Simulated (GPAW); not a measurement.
# N/Ru(0001) in an electric field, part 2 of 2

Aim: the dipole that a field along the normal induces in N/Ru(0001).

GPAW 26.7.0; GPAW, PAW setups; slab in vacuum, relaxation (the session's first sound run).

So far. Step 8 (In a field): The dipole is now -0.0375 e Å, against -0.074 in the run without a field.

## Step 9: Field on

run.py

```python
import json
import numpy as np
from ase import Atoms
from gpaw import GPAW, PW
from gpaw.external import ConstantElectricField

slab = Atoms(
    ['Ru', 'Ru', 'Ru', 'Ru', 'N'],
    positions=[
        [2.70000, 1.55885, 9.00000],
        [0.00000, 0.00000, 11.13840],
        [2.70000, 1.55885, 13.28674],
        [-0.00000, 0.00000, 15.54638],
        [2.70000, 1.55885, 16.75725]],
    cell=[[2.7, 0.0, 0.0], [1.35, 2.33827, 0.0], [0.0, 0.0, 25.9248]],
    pbc=[True, True, False])

slab.calc = GPAW(mode=PW(500), xc='PBE', kpts={'size': (13, 13, 1), 'gamma': True},
                 occupations={'name': 'fermi-dirac', 'width': 0.1}, nbands='160%',
                 convergence={'density': 1e-05}, maxiter=200,
                 poissonsolver={'dipolelayer': 'xy'},
                 external=ConstantElectricField(0.2, [0, 0, 1]),
                 symmetry={'tolerance': 1e-3}, txt='slab.txt')
result = {}
energy = slab.get_potential_energy()
fermi = slab.calc.get_fermi_level()
v = slab.calc.get_electrostatic_potential().mean((0, 1)) - fermi
n = slab.calc.get_pseudo_density().mean((0, 1))
L = slab.cell[2, 2]
z = np.arange(len(v)) * L / len(v)
low, high = slab.positions[:, 2].min(), slab.positions[:, 2].max()
below, above = np.interp([low - 6.8, high + 6.8], z, v)
slopes = [np.interp(x, z, np.gradient(v, z)) for x in (low - 6.8, high + 6.8)]
eps = np.array([[slab.calc.get_eigenvalues(k, s) for k in range(len(slab.calc.get_ibz_k_points()))]
                for s in range(slab.calc.get_number_of_spins())]) - fermi
top, bottom = eps[eps < 0].max(), eps[eps > 0].min()
dipole = slab.get_dipole_moment()[2]
print(f'energy {energy:.4f} eV, Fermi level {fermi:.4f} eV, dipole {dipole:.5f} e A')
print(f'potential 6.8 A off the faces, from the Fermi level: lower {below:.4f} eV, upper {above:.4f} eV')
print(f'slope of the potential there: lower {slopes[0]:.5f}, upper {slopes[1]:.5f} eV/A')
print(f'nearest levels on the mesh: {top:.4f} and {bottom:.4f} eV')
print('magnetic moment', round(slab.get_magnetic_moment(), 3))
result.update(energy=energy, fermi=fermi, dipole=dipole, below=below, above=above, slopes=slopes, edges=[top, bottom],
              z=z.tolist(), v=v.tolist(), n=n.tolist(), positions=slab.positions.tolist(),
              forces=slab.get_forces(apply_constraint=False).tolist(), moments=slab.get_magnetic_moments().tolist())
json.dump(result, open('result.json', 'w'))
```

Run with:

```bash
$ OMP_NUM_THREADS=1 OPENBLAS_NUM_THREADS=1 python run.py
```

The log of the run:

```text
energy -43.1679 eV, Fermi level 0.9315 eV, dipole -0.00109 e A
potential 6.8 A off the faces, from the Fermi level: lower 6.2044 eV, upper 6.2375 eV
slope of the potential there: lower -0.00059, upper 0.00015 eV/A
nearest levels on the mesh: -0.0106 and 0.0217 eV
magnetic moment 0.0
```

Run time: 14 min. Hardware: 1 thread of Arm Neoverse V1, shared host; peak memory 0.64 GiB.

The dipole is now -0.00109 e Å, against -0.074 in the run without a field.

## Step 10: Field on

Changes to run.py since step 9:

```diff
@@ -21,3 +21,3 @@
                  poissonsolver={'dipolelayer': 'xy'},
-                 external=ConstantElectricField(0.2, [0, 0, 1]),
+                 external=ConstantElectricField(0.3, [0, 0, 1]),
                  symmetry={'tolerance': 1e-3}, txt='slab.txt')
```

The log of the run:

```text
energy -43.1697 eV, Fermi level 0.8943 eV, dipole 0.03540 e A
potential 6.8 A off the faces, from the Fermi level: lower 6.7901 eV, upper 5.7772 eV
slope of the potential there: lower -0.00061, upper 0.00016 eV/A
nearest levels on the mesh: -0.0111 and 0.0207 eV
magnetic moment 0.0
```

It took 13 min on 1 thread; peak memory 0.64 GiB.

The dipole is now 0.0354 e Å, against -0.074 in the run without a field.

## Step 11: The series

The members are put on one axis.

This step: induced dipole against applied field (GPAW 26.7.0).

Table of dipole along the normal by field:

```tsv
field (V/Å)	dipole along the normal (e·Å)
-0.200	-0.147
-0.100	-0.110
-0.050	-0.0921
0.000	-0.0744
0.050	-0.0557
0.100	-0.0375
0.200	-0.00109
0.300	0.0354
```

## Step 12: A changed run

One more run, with changed settings.

This step: GPAW, PAW setups; slab in vacuum (GPAW 26.7.0).

Changes to run.py since step 10:

```diff
@@ -4,3 +4,2 @@
 from gpaw import GPAW, PW
-from gpaw.external import ConstantElectricField
 
@@ -18,6 +17,5 @@
 slab.calc = GPAW(mode=PW(500), xc='PBE', kpts={'size': (13, 13, 1), 'gamma': True},
-                 occupations={'name': 'fermi-dirac', 'width': 0.1}, nbands='160%',
-                 convergence={'density': 1e-05}, maxiter=200,
+                 occupations={'name': 'fermi-dirac', 'width': 1.0}, nbands='160%',
+                 convergence={'density': 1e-05}, maxiter=100,
                  poissonsolver={'dipolelayer': 'xy'},
-                 external=ConstantElectricField(0.3, [0, 0, 1]),
                  symmetry={'tolerance': 1e-3}, txt='slab.txt')
```

The log of the run:

```text
energy -43.4849 eV, Fermi level 1.0904 eV, dipole -0.05118 e A
potential 6.8 A off the faces, from the Fermi level: lower 5.4149 eV, upper 6.8773 eV
slope of the potential there: lower -0.01959, upper 0.00746 eV/A
nearest levels on the mesh: -0.0059 and 0.0427 eV
magnetic moment 0.0
```

Run time: 2.5 min. Hardware: 1 thread; peak memory 0.27 GiB.

The run finished. A setting was moved off its sound value on purpose, so it serves as a test and not as the result.

The fault put into the input: a smearing of electronvolts (width = 1.0).

The two runs compared:

```tsv
quantity	this run	sound run	difference
dipole along the normal (e·Å)	-0.051181	-0.074435	0.0233
upper work function (eV)	6.8773	7.1608	-0.284
lower work function (eV)	5.4149	5.0406	0.374
```

One result that differs is the dipole along the normal, -0.0512 e·Å against -0.0744 e·Å.

## Step 13: Summary of results

```yaml
work_function_upper_and_lower_face: 7.161 and 5.041 eV
dipole_along_the_normal: -0.0744 e Å
induced_dipole_per_field: 0.364 e Å per V/Å
out_of_plane_polarisability_per_area_alpha_eps_0_a: 10.4 Å
```

The field induces 0.364 e Å per V/Å, a polarisable thickness α/(ε0 A) of 10.4 Å beside 7.76 Å between the outermost nuclei. A perfect conductor would give the distance between its two image planes; a dielectric of thickness t gives t(1 - 1/ε). The two faces differ by 2.1 eV, the step that the slab's dipole makes (e p/(ε0 A) gives 2.1 eV), so the dipole layer is needed. The induced dipole is linear in the field over this range. The cell of 6.31 Å² holds one N, started on one chosen site; other sites and coverages weren't tried. The in-plane lattice was kept as typed, which isn't the functional's own and leaves some strain; spin-orbit coupling and temperature are left out.

[Logs are printed without paths, hosts, clocks, repeated set-up lines and the standing remarks that a program may print on its own settings, such as how far it seeks lower states.]

[Hosts, paths, dates, database ids (printed as entryN), source tags and the programs' standing remarks are cut or masked in the printed files.]
